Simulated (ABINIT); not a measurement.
# Quasiparticle gap of MoS2 (P6_3/mmc) in ABINIT, part 2 of 2

Aim: the G0W0 gap of MoS2 (P6_3/mmc) on PBE with spin-orbit coupling, step by step.

ABINIT 10.8.3; PBE and many-body steps on it, plane waves. Known limits of the many-body steps: not at the basis limit; screening head approximate; coarse k mesh.

So far. Step 2 (Ground state): The gap is indirect, with the least direct gap 0.74 eV higher. Step 3 (Empty states on the mesh, 3×3×1 mesh, 382 bands): On this mesh the gap is 1.045 eV. The earlier step found 0.883 eV, so this mesh misses an edge.

The database entry behind the starting cell differs from later determinations by our own check (about 0.3 % long), so it need not match the best structure at ambient conditions.

## Step 4: Screening, 3×3×1 mesh, 348 bands, screening to 133.3 eV

The RPA dielectric matrix is built and inverted for each q.

This step: RPA screening on PBE with spin-orbit coupling, plane waves, norm-conserving pseudopotentials.

Input file run.abi:

```
acell 3*1.0 Angstrom
rprim 
  3.169000000004 -0.000000000001 0.000000000000
  -1.584500000001 2.744434504597 0.000000000000
  0.000000000000 0.000000000000 12.324000000000
ntypat 2
znucl 42 16
natom 6
typat 1 1 2 2 2 2
xred 
  0.333333333333 0.666666666667 0.250000000000
  0.666666666667 0.333333333333 0.750000000000
  0.333333333333 0.666666666667 0.623000000000
  0.666666666667 0.333333333333 0.123000000000
  0.333333333333 0.666666666667 0.877000000000
  0.666666666667 0.333333333333 0.377000000000
pp_dirpath "pseudos"
pseudos "Mo.upf, S.upf"
ecut 36
nspinor 2
ngkpt 3 3 1
nshiftk 1
shiftk 0 0 0
kptopt 1
chksymbreak 0
istwfk *1
occopt 1
irdwfk 1
optdriver 3
nband 348
ecuteps 4.9
inclvkb 0
awtr 1
symchi 1
indata_prefix "in"
outdata_prefix "out"
tmpdata_prefix "tmp"
```

Run with:

```console
$ OMP_NUM_THREADS=1 mpirun -n 8 abinit run.abi > log
```

Numbers of over 12 decimals in the logs are rounded to 6 here.

The program printed:

```text
.Version 10.8.3 of ABINIT. v10.8.2 released Aug 2026.

 Symmetries : space group P6_3/m m c (#194); Bravais hP (primitive hexag.)
[... echo of the input left out ...]
== DATASET  1 ==================================================================
-   mpi_nproc: 8, omp_nthreads: 1 (-1 if OMP is not activated)

--- !DatasetInfo
iteration_state: {dtset: 1, }
dimensions: {natom: 6, nkpt: 3, mband: 348, nsppol: 1, nspinor: 2, nspden: 1, mpw: 7476, }
cutoff_energies: {ecut:  36.0, pawecutdg:  -1.0, }
electrons: {nelect:   5.20000000E+01, charge:   0.00000000E+00, occopt:   1.00000000E+00, tsmear:   1.00000000E-02, }

 SCREENING: Calculation of the susceptibility and dielectric matrices

 Based on a program developped by R.W. Godby, V. Olevano, G. Onida, and L. Reining.
 Incorporated in ABINIT by V. Olevano, G.-M. Rignanese, and M. Torrent.
.Using double precision arithmetic ; gwpc =  8

[... cell and pseudopotentials left out ...]
--------------------------------------------------------------------------------

 ==== K-mesh for the wavefunctions ====
 Number of points in the irreducible wedge :     3
[... list of points left out ...]
 Together with 24 symmetry operations and time-reversal symmetry
 yields     9 points in the full Brillouin Zone.

 ==== Q-mesh for the screening function ====
 Number of points in the irreducible wedge :     3
[... list of points left out ...]
 Together with 24 symmetry operations and time-reversal symmetry
 yields     9 points in the full Brillouin Zone.

 setmesh: FFT mesh size selected  =    20x   20x   90
          total number of points  =        36000

 vcoul_init : cutoff-mode = AUXILIARY_FUNCTION
 q-points for optical limit:   1
     1)      0.000010    0.000020    0.000030

- screening: taking advantage of time-reversal symmetry
- Maximum band index for partially occupied states nbvw = 52
- Remaining bands to be divided among processors   nbcw = 296
- Number of bands treated by each node ~37

 Number of electrons calculated from density =   52.0000; Expected =   52.0000
 average of density, n =  0.071892
 r_s =    1.4919
 omega_plasma =   25.8640 [eV]

 calculating chi0 at frequencies [eV] :
  1    0.000000E+00    0.000000E+00
  2    0.000000E+00    2.586399E+01

--------------------------------------------------------------------------------
  q-point number  1        q = ( 0.000000, 0.000000, 0.000000) [r.l.u.]
--------------------------------------------------------------------------------
[... chi0 elements left out ...]
 For q-point:  0.000010 0.000020 0.000030
  dielectric constant =  19.2838
  dielectric constant without local fields =  21.8616

  Average fulfillment of the sum rule on Im[epsilon] for q-point    1 :     78.95  [%]
[... wings left out ...]
  q-point number  2        q = ( 0.333333, 0.000000, 0.000000) [r.l.u.]
--------------------------------------------------------------------------------
[... chi0 elements left out ...]
  Average fulfillment of the sum rule on Im[epsilon] for q-point    2 :     76.04  [%]

 [... 1 further q-points ...]
```

Wall time 59 s (8 MPI ranks of Arm Neoverse V1, shared host); peak memory 3.5 GiB; 7.9 min of CPU time.

This step gave:

```
ε∞ with local fields, on this mesh, along the program's q direction : 19.28
the same without local fields                                       : 21.86
plasma frequency                                                    : 25.86 eV
plane waves in the screening matrix                                 : 341
```

Local fields lower ε∞ by 12 %. On a Γ-centred mesh this coarse the value itself is usually too large, while a short band sum pulls it down.

## Step 5: Self-energy, 3×3×1 mesh, 348 bands, screening to 133.3 eV

The self-energy is evaluated for the states that the input lists, and the levels follow from it, in one-shot runs by the linearised quasiparticle equation.

This step: G0W0 on PBE with spin-orbit coupling, plane waves, norm-conserving pseudopotentials.

Edit run.abi of step 4 so:

```diff
@@ -28,8 +28,17 @@
 irdwfk 1
-optdriver 3
+optdriver 4
 nband 348
+gwcalctyp 0
+ecutsigx 36
+symsigma 0
+nkptgw 2
+kptgw 
+  0.0000000000 0.0000000000 0.0000000000
+  0.3333333333 0.3333333333 0.0000000000
+bdgw 
+  49 56
+  49 56
 ecuteps 4.9
-inclvkb 0
-awtr 1
-symchi 1
+irdscr 1
+ppmodel 1
 indata_prefix "in"
```

The program printed:

```text
.Version 10.8.3 of ABINIT. v10.8.2 released Aug 2026.

 Symmetries : space group P6_3/m m c (#194); Bravais hP (primitive hexag.)
[... echo of the input left out ...]
== DATASET  1 ==================================================================
-   mpi_nproc: 8, omp_nthreads: 1 (-1 if OMP is not activated)

--- !DatasetInfo
iteration_state: {dtset: 1, }
dimensions: {natom: 6, nkpt: 3, mband: 348, nsppol: 1, nspinor: 2, nspden: 1, mpw: 7476, }
cutoff_energies: {ecut:  36.0, pawecutdg:  -1.0, }
electrons: {nelect:   5.20000000E+01, charge:   0.00000000E+00, occopt:   1.00000000E+00, tsmear:   1.00000000E-02, }

 SIGMA: Calculation of the GW corrections

 Based on a program developped by R.W. Godby, V. Olevano, G. Onida, and L. Reining.
 Incorporated in ABINIT by V. Olevano, G.-M. Rignanese, and M. Torrent.
.Using double precision arithmetic ; gwpc =  8

[... cell and pseudopotentials left out ...]
--------------------------------------------------------------------------------

 ==== K-mesh for the wavefunctions ====
 Number of points in the irreducible wedge :     3
[... list of points left out ...]
 Together with 24 symmetry operations and time-reversal symmetry
 yields     9 points in the full Brillouin Zone.

 ==== Q-mesh for screening function ====
 Number of points in the irreducible wedge :     3
[... list of points left out ...]
 Together with 24 symmetry operations and time-reversal symmetry
 yields     9 points in the full Brillouin Zone.

 vcoul_init : cutoff-mode = AUXILIARY_FUNCTION
 q-points for optical limit:   1
     1)      0.000010    0.000020    0.000030
 setmesh: FFT mesh size selected  =    32x   32x  128
          total number of points  =       131072

 Number of electrons calculated from density =   52.0000; Expected =   52.0000
 average of density, n =  0.071892
 r_s =    1.4919
 omega_plasma =   25.8640 [eV]

 === KS Band Gaps ===
  >>>> For spin  1
   Minimum direct gap =   1.6217 [eV], located at k-point      :   0.3333  0.3333  0.0000
   Fundamental gap    =   1.0449 [eV], Top of valence bands at :   0.0000  0.0000  0.0000
                                       Bottom of conduction at :   0.3333  0.3333  0.0000
 SIGMA fundamental parameters:
 PLASMON POLE MODEL  1
 number of plane-waves for SigmaX                 7437
 number of plane-waves for SigmaC and W            341
 number of plane-waves for wavefunctions          7437
 number of bands                                   348
 number of independent spin polarizations            1
 number of spinorial components                      2
 number of k-points in IBZ                           3
 number of q-points in IBZ                           3
 number of symmetry operations                      24
 number of k-points in BZ                            9
 number of q-points in BZ                            9
 number of frequencies for dSigma/dE                 9
 frequency step for dSigma/dE [eV]                0.25
 number of omega for Sigma on real axis              0
 max omega for Sigma on real axis  [eV]           0.00
 zcut for avoiding poles [eV]                     0.10

 EPSILON^-1 parameters (SCR file):
 dimension of the eps^-1 matrix on file            341
 dimension of the eps^-1 matrix used               341
 number of plane-waves for wavefunctions          7437
 number of bands                                   348
 number of q-points in IBZ                           3
 number of frequencies                               2
 number of real frequencies                          1
 number of imag frequencies                          1

 matrix elements of self-energy operator (all in [eV])

 Perturbative Calculation

--- !SelfEnergy_ee
iteration_state: {dtset: 1, }
kpoint     : [   0.000,    0.000,    0.000, ]
spin       : 1
KS_gap     :    2.053
QP_gap     :    2.486
Delta_QP_KS:    0.432
data: !SigmaeeData |
     Band     E0 <VxcDFT>   SigX SigC(E0)      Z dSigC/dE  Sig(E)    E-E0       E
       49   7.298 -15.384 -16.752   1.444   0.778  -0.286 -15.326   0.059   7.357
       50   7.298 -15.384 -16.752   1.444   0.778  -0.286 -15.326   0.059   7.357
       51   8.441 -16.361 -17.403   1.217   0.775  -0.291 -16.226   0.135   8.577
       52   8.441 -16.361 -17.403   1.217   0.775  -0.291 -16.226   0.135   8.577
       53  10.495 -15.695 -10.993  -3.974   0.779  -0.284 -15.128   0.568  11.062
       54  10.495 -15.695 -10.993  -3.974   0.779  -0.284 -15.128   0.568  11.062
       55  10.523 -15.591 -10.901  -3.977   0.779  -0.284 -15.036   0.555  11.079
       56  10.523 -15.591 -10.901  -3.977   0.779  -0.284 -15.036   0.555  11.079

--- !SelfEnergy_ee
iteration_state: {dtset: 1, }
kpoint     : [   0.333,    0.333,    0.000, ]
spin       : 1
KS_gap     :    1.622
QP_gap     :    2.250
Delta_QP_KS:    0.628
data: !SigmaeeData |
     Band     E0 <VxcDFT>   SigX SigC(E0)      Z dSigC/dE  Sig(E)    E-E0       E
       49   7.646 -16.285 -17.598   1.479   0.777  -0.288 -16.156   0.129   7.775
       50   7.646 -16.285 -17.598   1.479   0.777  -0.288 -16.156   0.129   7.775
       51   7.864 -16.446 -17.648   1.392   0.776  -0.288 -16.299   0.147   8.012
       52   7.864 -16.446 -17.648   1.392   0.776  -0.288 -16.299   0.147   8.012
       53   9.486 -17.598 -12.726  -3.870   0.773  -0.294 -16.823   0.775  10.261
       54   9.486 -17.598 -12.726  -3.870   0.773  -0.294 -16.823   0.775  10.261
       55   9.488 -17.580 -12.691  -3.887   0.773  -0.293 -16.806   0.775  10.262
       56   9.488 -17.580 -12.691  -3.887   0.773  -0.293 -16.806   0.775  10.262

== END DATASET(S) ==============================================================
================================================================================

 -outvars: echo values of variables after computation  --------
           etotal      0.0000000000E+00
            nband         348
             nkpt           3
          spgroup         194
 [... the other variables as echoed above ...]

 Calculation completed.
```

Wall time 86 s (8 MPI ranks); peak memory 2.7 GiB.

Numbers from this step:

```yaml
g0w0_gap_on_the_points_computed: 1.684 eV
starting_gap_on_the_mesh: 1.045 eV
k_of_the_valence_top: 0, 0, 0
k_of_the_conduction_bottom: 0.3333, 0.3333, 0
z_at_the_valence_top: 0.775
z_at_the_conduction_bottom: 0.773
least_direct_g0w0_gap_on_the_computed_points: 2.249 eV
```

The gap on the mesh goes from 1.04 eV to 1.68 eV, a correction of +0.64 eV. The start differs from the 0.88 eV found before because the two sample other k points.

Limits: finite bands, cutoff and mesh; screening head approximate; coarse k mesh. v1 is the top filled band, c1 the lowest empty one. The levels before and after the correction (eV, zero at the valence-band top of each column):

|  | conduction bottom | valence top |
| --- | --- | --- |
| Kohn-Sham | 1.04 | 0.00 |
| G0W0 | 1.68 | 0.00 |

|  | level | energy (eV) |
| --- | --- | --- |
| Kohn-Sham | Γ v3 | -1.143 |
| Kohn-Sham | Γ v2-v1 | 0.000 |
| Kohn-Sham | Γ c1-c2 | 2.053 |
| Kohn-Sham | Γ c3 | 2.082 |
| Kohn-Sham | (0.333 0.333 0) v3 | -0.795 |
| Kohn-Sham | (0.333 0.333 0) v2-v1 | -0.577 |
| Kohn-Sham | (0.333 0.333 0) c1-c3 | 1.045 |
| G0W0 | Γ v3 | -1.220 |
| G0W0 | Γ v2-v1 | 0.000 |
| G0W0 | Γ c1-c2 | 2.485 |
| G0W0 | Γ c3 | 2.502 |
| G0W0 | (0.333 0.333 0) v3 | -0.802 |
| G0W0 | (0.333 0.333 0) v2-v1 | -0.565 |
| G0W0 | (0.333 0.333 0) c1-c3 | 1.684 |

## Step 6: Where the time went

Times are wall times on the hardware named with each run, good to a factor of about two.

| step | time | share | memory (GiB) |
| --- | --- | --- | --- |
| ground state | 3.1 min | 29 % | 1.1 |
| empty states on the mesh | 5.4 min | 49 % | 0.59 |
| screening | 59 s | 9 % | 3.5 |
| self-energy | 86 s | 13 % | 2.7 |

## Step 7: Outcome

| Item | Value |
| --- | --- |
| PBE gap | 0.88 eV, indirect |
| G0W0 gap on the mesh | 1.68 eV |
| G0W0 gap over the zone (rigid shift) | 1.52 eV |
| GW settings | 3×3×1 mesh, 348 bands, screening to 133.3 eV, Godby-Needs plasmon pole |
| known limits | not at the basis limit; screening head approximate; coarse k mesh |

**Reading.** G0W0 moves the gap on the mesh from 1.04 eV to 1.68 eV (+0.64 eV), with Z of 0.78 and 0.77 at the edges. The mesh misses the band edges by 0.16 eV in all; a rigid shift gives 1.52 eV for the zone. Local fields lower the RPA ε∞ on this mesh from 21.86 to 19.28; a Γ-centred mesh this coarse tends to raise both, most where the direct gap is narrow, while a short band sum lowers them. Only 2 of the mesh's irreducible points were corrected, so a valley elsewhere could overtake. The dearest step here is «empty states on the mesh». Bands and cutoff are finite, so the gap is not at the basis limit. The miss can reach some tenths of an eV and take either sign; the mesh is an error of its own. In the G0W0 run levels were corrected at 2 k points alone, so a gap called «on the mesh» is the least over those, and an edge elsewhere would be missed. A denser mesh or path gives a starting gap of 0.88 eV: the GW mesh misses a band edge, so its gaps are not the fundamental one. The 3×3×1 mesh is coarse for this cell, which bears on the long-range parts of exchange and screening. The long-wavelength limit of the screening leaves out the non-local commutator, which shifts ε∞.

[Paths, hosts, dates, memory and timing lines, banners, echoed tables and standing remarks are left out of the program output.]

[Logs are printed without paths, hosts, clocks, repeated set-up lines and the standing remarks that a program may print on its own settings, such as how far it seeks lower states.]

[Runs of the session that timed out or met a known fault of the program may be left out.]

[Hosts, paths, dates, database ids (printed as entryN), source tags and the programs' standing remarks are cut or masked in the printed files.]

[G0W0 gaps are taken among the corrected bands and points alone; a level outside them can change the order at an edge.]

[Where Ansatz stands beside ABINIT at settings called matched, ABINIT's density can come from a denser mesh and the files from another edition; pairs whose starting gaps differed by over 0.03 eV were left out, so agreement reads better than it is.]
